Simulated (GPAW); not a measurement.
**H-GaAs-H chair monolayer in an electric field**

Aim: the dipole that a field along the normal induces in H-GaAs-H chair monolayer.

Calculated with GPAW 26.7.0; GPAW, PAW setups; layer in a repeated cell with vacuum, relaxation of atoms and in-plane cell, in the first sound run; inputs show where later runs differ.

**1. Set-up**

The cell holds 4 atoms: 2 H, 1 As and 1 Ga. Its edges and angles: a = 3.977 Å, b = 3.977 Å, c = 21.833 Å, α = 90.0°, β = 90.0°, γ = 120.0°. Vacuum lies along c.

**2. Relaxing the atoms**

Forces are removed first; all later runs use this geometry.

run.py reads:

```python
import json
import numpy as np
from ase import Atoms
from ase.filters import FrechetCellFilter
from ase.optimize import BFGS
from gpaw import GPAW, PW

slab = Atoms(
    ['H', 'As', 'Ga', 'H'],
    positions=[
        [1.98825, 1.14792, 9.00000],
        [1.98825, 1.14792, 10.50000],
        [-0.00000, 2.29583, 11.30333],
        [-0.00000, 2.29583, 12.83333]],
    cell=[[3.9765, 0.0, 0.0], [-1.98825, 3.44375, 0.0], [0.0, 0.0, 21.8333]],
    pbc=[True, True, True])

slab.calc = GPAW(mode=PW(600), xc='PBE', kpts={'size': (9, 9, 1), 'gamma': True},
                 occupations={'name': 'fermi-dirac', 'width': 0.05}, nbands='200%',
                 convergence={'density': 1e-05}, maxiter=200,
                 symmetry={'tolerance': 1e-3}, txt='slab.txt')
result = {}
# The in-plane cell is free; stress needs a cell that repeats along all three vectors
path = []
opt = BFGS(FrechetCellFilter(slab, mask=[1, 1, 0, 0, 0, 1]), maxstep=0.2)
opt.attach(lambda: path.append((slab.get_potential_energy(), slab.positions.tolist(), slab.get_forces().tolist())))
result['relaxed'] = bool(opt.run(fmax=0.02, steps=45))
result['path'] = path
result['cell'] = slab.cell.tolist()
print('in-plane lattice', slab.cell.cellpar().round(4)[[0, 1, 5]])
energy = slab.get_potential_energy()
fermi = slab.calc.get_fermi_level()
v = slab.calc.get_electrostatic_potential().mean((0, 1)) - fermi
n = slab.calc.get_pseudo_density().mean((0, 1))
L = slab.cell[2, 2]
z = np.arange(len(v)) * L / len(v)
low, high = slab.positions[:, 2].min(), slab.positions[:, 2].max()
below, above = np.interp([low - 6.8, high + 6.8], z, v)
slopes = [np.interp(x, z, np.gradient(v, z)) for x in (low - 6.8, high + 6.8)]
eps = np.array([[slab.calc.get_eigenvalues(k, s) for k in range(len(slab.calc.get_ibz_k_points()))]
                for s in range(slab.calc.get_number_of_spins())]) - fermi
top, bottom = eps[eps < 0].max(), eps[eps > 0].min()
dipole = slab.get_dipole_moment()[2]
print(f'energy {energy:.4f} eV, Fermi level {fermi:.4f} eV, dipole {dipole:.5f} e A')
print(f'potential 6.8 A off the faces, from the Fermi level: lower {below:.4f} eV, upper {above:.4f} eV')
print(f'slope of the potential there: lower {slopes[0]:.5f}, upper {slopes[1]:.5f} eV/A')
print(f'nearest levels on the mesh: {top:.4f} and {bottom:.4f} eV')
print('magnetic moment', round(slab.get_magnetic_moment(), 3))
result.update(energy=energy, fermi=fermi, dipole=dipole, below=below, above=above, slopes=slopes, edges=[top, bottom],
              z=z.tolist(), v=v.tolist(), n=n.tolist(), positions=slab.positions.tolist(),
              forces=slab.get_forces(apply_constraint=False).tolist(), moments=slab.get_magnetic_moments().tolist())
json.dump(result, open('result.json', 'w'))
```

The run is started by

```console
$ OMP_NUM_THREADS=1 OPENBLAS_NUM_THREADS=1 python run.py
```

Output:

```text
Step          Energy          fmax
BFGS:    0      -14.220816        1.010319
BFGS:    1      -14.245151        0.582862
BFGS:    2      -14.267942        0.375966
BFGS:    3      -14.278674        0.431876
BFGS:    4      -14.292032        0.408792
BFGS:    5      -14.298908        0.283952
BFGS:    6      -14.301619        0.140251
BFGS:    7      -14.302371        0.097914
BFGS:    8      -14.303163        0.149650
BFGS:    9      -14.304399        0.166460
BFGS:   10      -14.305711        0.115694
BFGS:   11      -14.306377        0.046626
BFGS:   12      -14.306510        0.019887
in-plane lattice [  4.0987   4.0987 120.    ]
energy -14.3065 eV, Fermi level -3.0604 eV, dipole -0.12569 e A
potential 6.8 A off the faces, from the Fermi level: lower 4.3995 eV, upper 4.7089 eV
slope of the potential there: lower -0.07154, upper -0.07146 eV/A
nearest levels on the mesh: -0.8425 and 0.8060 eV
magnetic moment 0.0
```

Elapsed: 4.5 min, on 1 thread of Arm Neoverse V1, shared host; peak memory 0.39 GiB.

Numbers from this step:

```
dipole along the normal                    : -0.1257 e·Å
levels nearest the Fermi level on the mesh : -0.8425, 0.8060 eV from the Fermi level
```

Electrostatic potential energy of an electron (without an applied field's), less the Fermi level, planar mean against z:

```csv
z (Å),"electrostatic potential energy of an electron (without an applied field's), less the Fermi level, planar mean (eV)"
0,4.55
1,4.48
2,4.41
3,4.34
4,4.27
5,4.20
6,4.13
7,4.05
8,3.86
9,2.05
10,-3.58
11,-10.9
12,0.266
13,3.31
14,5.01
15,5.04
16,4.97
17,4.90
18,4.83
19,4.76
20,4.69
21,4.61
```

The pseudo valence density, planar mean oscillates, so the rows of the table below give means over windows of 1 Å about each position, cut where the curve ends. Its maxima inside the range that stand out by 2 % of the span (Å: e/Å³): 10.1: 0.220, 10.8: 0.312, 11.7: 0.142. Its minima: 10.5: 0.199, 11.4: 0.105.

The pseudo valence density, planar mean by z; means over each step:

```csv
z (Å),"pseudo valence density, planar mean (e/Å³)"
6,1.9e-5
7,4.2e-4
8,0.00990
9,0.0836
10,0.184
11,0.215
12,0.117
13,0.0688
14,0.00751
15,3.6e-4
16,1.8e-5
```

The relaxation lowered the energy of the cell by 0.0857 eV (energies extrapolated to zero smearing; the optimiser's log prints free energies). The largest force left on a free atom is 0.020 eV/Å.

**3. Plane waves, PBE**

The work function is the vacuum plateau of the electrostatic potential less the Fermi level; a dipole layer lets the two faces have plateaus of their own.

This step: GPAW, PAW setups; slab in vacuum (GPAW 26.7.0).

The cell differs from the one that the last finished run ended in (c 21.833 → 21.906 Å).

Changes to run.py since step 2:

```diff
@@ -3,4 +3,2 @@
 from ase import Atoms
-from ase.filters import FrechetCellFilter
-from ase.optimize import BFGS
 from gpaw import GPAW, PW
@@ -10,22 +8,15 @@
     positions=[
-        [1.98825, 1.14792, 9.00000],
-        [1.98825, 1.14792, 10.50000],
-        [-0.00000, 2.29583, 11.30333],
-        [-0.00000, 2.29583, 12.83333]],
-    cell=[[3.9765, 0.0, 0.0], [-1.98825, 3.44375, 0.0], [0.0, 0.0, 21.8333]],
-    pbc=[True, True, True])
+        [2.04936, 1.18320, 9.00000],
+        [2.04936, 1.18320, 10.52845],
+        [0.00000, 2.36639, 11.31283],
+        [0.00000, 2.36639, 12.90643]],
+    cell=[[4.09872, -0.0, 0.0], [-2.04936, 3.5496, 0.0], [0.0, 0.0, 21.9064]],
+    pbc=[True, True, False])
 
-slab.calc = GPAW(mode=PW(600), xc='PBE', kpts={'size': (9, 9, 1), 'gamma': True},
+slab.calc = GPAW(mode=PW(500), xc='PBE', kpts={'size': (9, 9, 1), 'gamma': True},
                  occupations={'name': 'fermi-dirac', 'width': 0.05}, nbands='200%',
                  convergence={'density': 1e-05}, maxiter=200,
+                 poissonsolver={'dipolelayer': 'xy'},
                  symmetry={'tolerance': 1e-3}, txt='slab.txt')
 result = {}
-# The in-plane cell is free; stress needs a cell that repeats along all three vectors
-path = []
-opt = BFGS(FrechetCellFilter(slab, mask=[1, 1, 0, 0, 0, 1]), maxstep=0.2)
-opt.attach(lambda: path.append((slab.get_potential_energy(), slab.positions.tolist(), slab.get_forces().tolist())))
-result['relaxed'] = bool(opt.run(fmax=0.02, steps=45))
-result['path'] = path
-result['cell'] = slab.cell.tolist()
-print('in-plane lattice', slab.cell.cellpar().round(4)[[0, 1, 5]])
 energy = slab.get_potential_energy()
```

Output:

```text
energy -14.2913 eV, Fermi level -3.0675 eV, dipole -0.10377 e A
potential 6.8 A off the faces, from the Fermi level: lower 3.9118 eV, upper 5.2001 eV
slope of the potential there: lower -0.00047, upper -0.00041 eV/A
nearest levels on the mesh: -0.8434 and 0.8054 eV
magnetic moment 0.0
```

The job ended after 21 s (1 thread; peak memory 0.27 GiB).

This step gave:

* dipole along the normal: -0.1038 e·Å
* levels nearest the Fermi level on the mesh: -0.8434, 0.8054 eV from the Fermi level
* upper work function: 5.200 eV
* lower work function: 3.912 eV
* upper ionisation energy: 6.043 eV

Table of electrostatic potential energy of an electron (without an applied field's), less the Fermi level, planar mean by z:

```csv
z (Å),"electrostatic potential energy of an electron (without an applied field's), less the Fermi level, planar mean (eV)"
0.0,4.56
0.5,3.91
1.0,3.91
1.5,3.91
2.0,3.91
2.5,3.91
3.0,3.91
3.5,3.91
4.0,3.91
4.5,3.91
5.0,3.91
5.5,3.91
6.0,3.91
6.5,3.91
7.0,3.91
7.5,3.89
8.0,3.80
8.5,3.38
9.0,2.06
9.5,1.98
10.0,-3.10
10.5,-11.9
11.0,-11.0
11.5,-7.38
12.0,-0.0215
12.5,3.11
13.0,3.25
13.5,4.71
14.0,5.09
14.5,5.18
15.0,5.19
15.5,5.20
16.0,5.20
16.5,5.20
17.0,5.20
17.5,5.20
18.0,5.20
18.5,5.20
19.0,5.20
19.5,5.20
20.0,5.20
20.5,5.20
21.0,5.20
21.5,5.17
```

The pseudo valence density, planar mean oscillates, so the rows of the table below give means over windows of 1 Å about each position, cut where the curve ends. Its maxima inside the range that stand out by 2 % of the span (Å: e/Å³): 10.2: 0.217, 11.0: 0.303, 11.9: 0.142. Its minima: 10.4: 0.195, 11.5: 0.108.

The pseudo valence density, planar mean by z; means over each step:

```csv
z (Å),"pseudo valence density, planar mean (e/Å³)"
6,1.9e-5
7,4.0e-4
8,0.00927
9,0.0809
10,0.183
11,0.217
12,0.118
13,0.0707
14,0.00791
15,4.0e-4
16,1.8e-5
```

The layer is gapped, so the Fermi level lies somewhere inside the gap, set by smearing and numerics, and these work functions are no property of the material; the band edges below the vacuum level are. The potential is flat to 4.7e-4 eV/Å where it is read, so the vacuum is wide enough.

**4. Field on**

A uniform field along the normal polarises the slab; the atoms stay fixed, so this is the electronic response alone.

Changes to run.py since step 3:

```diff
@@ -4,2 +4,3 @@
 from gpaw import GPAW, PW
+from gpaw.external import ConstantElectricField
 
@@ -19,2 +20,3 @@
                  poissonsolver={'dipolelayer': 'xy'},
+                 external=ConstantElectricField(-0.2, [0, 0, 1]),
                  symmetry={'tolerance': 1e-3}, txt='slab.txt')
```

Output:

```text
energy -14.3181 eV, Fermi level -3.0602 eV, dipole -0.16490 e A
potential 6.8 A off the faces, from the Fermi level: lower 3.5241 eV, upper 5.5750 eV
slope of the potential there: lower -0.00073, upper -0.00067 eV/A
nearest levels on the mesh: -0.8417 and 0.8058 eV
magnetic moment 0.0
```

Run time: 58 s. Hardware: 1 thread; peak memory 0.37 GiB.

Numbers from this step:

```
dipole along the normal                                         : -0.1649 e·Å
levels nearest the Fermi level on the mesh                      : -0.8417, 0.8058 eV from the Fermi level
potential below the slab, the applied field's own ramp left out : 3.524 eV from the Fermi level
potential above the slab, the applied field's own ramp left out : 5.575 eV from the Fermi level
```

Electrostatic potential energy of an electron (without an applied field's), less the Fermi level, planar mean against z:

z (Å), electrostatic potential energy of an electron (without an applied field's), less the Fermi level, planar mean (eV) and a bar from the least value:
```
        0        4.5 ############################
        1        3.5 ##########################
        2        3.5 ##########################
        3        3.5 ##########################
        4        3.5 ##########################
        5        3.5 ##########################
        6        3.5 ##########################
        7        3.5 ##########################
        8        3.4 ##########################
        9        1.7 #######################
       10       -3.3 ##############
       11      -11.0 
       12        0.1 ####################
       13        3.6 ##########################
       14        5.5 ##############################
       15        5.6 ##############################
       16        5.6 ##############################
       17        5.6 ##############################
       18        5.6 ##############################
       19        5.6 ##############################
       20        5.6 ##############################
       21        5.6 ##############################
```

The dipole is now -0.165 e Å, against -0.10 in the run without a field.

**5. Field on**

Changes to run.py since step 4:

```diff
@@ -20,3 +20,3 @@
                  poissonsolver={'dipolelayer': 'xy'},
-                 external=ConstantElectricField(-0.2, [0, 0, 1]),
+                 external=ConstantElectricField(-0.1, [0, 0, 1]),
                  symmetry={'tolerance': 1e-3}, txt='slab.txt')
```

Output:

```text
energy -14.3032 eV, Fermi level -3.0634 eV, dipole -0.13424 e A
potential 6.8 A off the faces, from the Fermi level: lower 3.7174 eV, upper 5.3870 eV
slope of the potential there: lower -0.00060, upper -0.00054 eV/A
nearest levels on the mesh: -0.8425 and 0.8059 eV
magnetic moment 0.0
```

The job ended after 63 s (1 thread; peak memory 0.37 GiB).

Numbers from this step:

| Quantity | Value |
| --- | --- |
| dipole along the normal | -0.1342 e·Å |
| levels nearest the Fermi level on the mesh | -0.8425, 0.8059 eV from the Fermi level |
| potential below the slab, the applied field's own ramp left out | 3.717 eV from the Fermi level |
| potential above the slab, the applied field's own ramp left out | 5.387 eV from the Fermi level |

Table of electrostatic potential energy of an electron (without an applied field's), less the Fermi level, planar mean by z:

```csv
z (Å),"electrostatic potential energy of an electron (without an applied field's), less the Fermi level, planar mean (eV)"
0,4.55
1,3.72
2,3.72
3,3.72
4,3.72
5,3.72
6,3.72
7,3.71
8,3.61
9,1.90
10,-3.19
11,-11.0
12,0.0641
13,3.40
14,5.27
15,5.38
16,5.39
17,5.39
18,5.39
19,5.39
20,5.39
21,5.39
```

The dipole is now -0.134 e Å, against -0.10 in the run without a field.

**6. In a field**

Changes to run.py since step 5:

```diff
@@ -20,3 +20,3 @@
                  poissonsolver={'dipolelayer': 'xy'},
-                 external=ConstantElectricField(-0.1, [0, 0, 1]),
+                 external=ConstantElectricField(-0.05, [0, 0, 1]),
                  symmetry={'tolerance': 1e-3}, txt='slab.txt')
```

Output:

```text
energy -14.2968 eV, Fermi level -3.0654 eV, dipole -0.11892 e A
potential 6.8 A off the faces, from the Fermi level: lower 3.8145 eV, upper 5.2935 eV
slope of the potential there: lower -0.00053, upper -0.00047 eV/A
nearest levels on the mesh: -0.8429 and 0.8058 eV
magnetic moment 0.0
```

Run time: 64 s. Hardware: 1 thread; peak memory 0.37 GiB.

**7. Field on**

Changes to run.py since step 6:

```diff
@@ -20,3 +20,3 @@
                  poissonsolver={'dipolelayer': 'xy'},
-                 external=ConstantElectricField(-0.05, [0, 0, 1]),
+                 external=ConstantElectricField(0.05, [0, 0, 1]),
                  symmetry={'tolerance': 1e-3}, txt='slab.txt')
```

Output:

```text
energy -14.2865 eV, Fermi level -3.0703 eV, dipole -0.08826 e A
potential 6.8 A off the faces, from the Fermi level: lower 4.0099 eV, upper 5.1076 eV
slope of the potential there: lower -0.00040, upper -0.00034 eV/A
nearest levels on the mesh: -0.8434 and 0.8055 eV
magnetic moment 0.0
```

Run time: 63 s. Hardware: 1 thread; peak memory 0.37 GiB.

**8. Field on**

Changes to run.py since step 7:

```diff
@@ -20,3 +20,3 @@
                  poissonsolver={'dipolelayer': 'xy'},
-                 external=ConstantElectricField(0.05, [0, 0, 1]),
+                 external=ConstantElectricField(0.1, [0, 0, 1]),
                  symmetry={'tolerance': 1e-3}, txt='slab.txt')
```

Output:

```text
energy -14.2824 eV, Fermi level -3.0734 eV, dipole -0.07292 e A
potential 6.8 A off the faces, from the Fermi level: lower 4.1084 eV, upper 5.0153 eV
slope of the potential there: lower -0.00034, upper -0.00028 eV/A
nearest levels on the mesh: -0.8435 and 0.8053 eV
magnetic moment 0.0
```

The job ended after 63 s (1 thread; peak memory 0.37 GiB).

The electrostatic potential energy of an electron (without an applied field's), less the Fermi level, planar mean by z:

```csv
z (Å),"electrostatic potential energy of an electron (without an applied field's), less the Fermi level, planar mean (eV)"
0,4.56
1,4.11
2,4.11
3,4.11
4,4.11
5,4.11
6,4.11
7,4.10
8,3.99
9,2.22
10,-3.01
11,-11.0
12,-0.106
13,3.09
14,4.91
15,5.01
16,5.01
17,5.02
18,5.02
19,5.02
20,5.02
21,5.02
```

The dipole is now -0.0729 e Å, against -0.10 in the run without a field.

**9. Field on**

Changes to run.py since step 8:

```diff
@@ -20,3 +20,3 @@
                  poissonsolver={'dipolelayer': 'xy'},
-                 external=ConstantElectricField(0.1, [0, 0, 1]),
+                 external=ConstantElectricField(0.2, [0, 0, 1]),
                  symmetry={'tolerance': 1e-3}, txt='slab.txt')
```

Output:

```text
energy -14.2767 eV, Fermi level -3.0810 eV, dipole -0.04223 e A
potential 6.8 A off the faces, from the Fermi level: lower 4.3071 eV, upper 4.8323 eV
slope of the potential there: lower -0.00021, upper -0.00015 eV/A
nearest levels on the mesh: -0.8429 and 0.8053 eV
magnetic moment 0.0
```

The job ended after 63 s (1 thread; peak memory 0.37 GiB).

The dipole is now -0.0422 e Å, against -0.10 in the run without a field.

(Part 1 of 2 ends here.)

[Logs are printed without paths, hosts, clocks, repeated set-up lines and the standing remarks that a program may print on its own settings, such as how far it seeks lower states.]

[Hosts, paths, dates, database ids (printed as entryN), source tags and the programs' standing remarks are cut or masked in the printed files.]
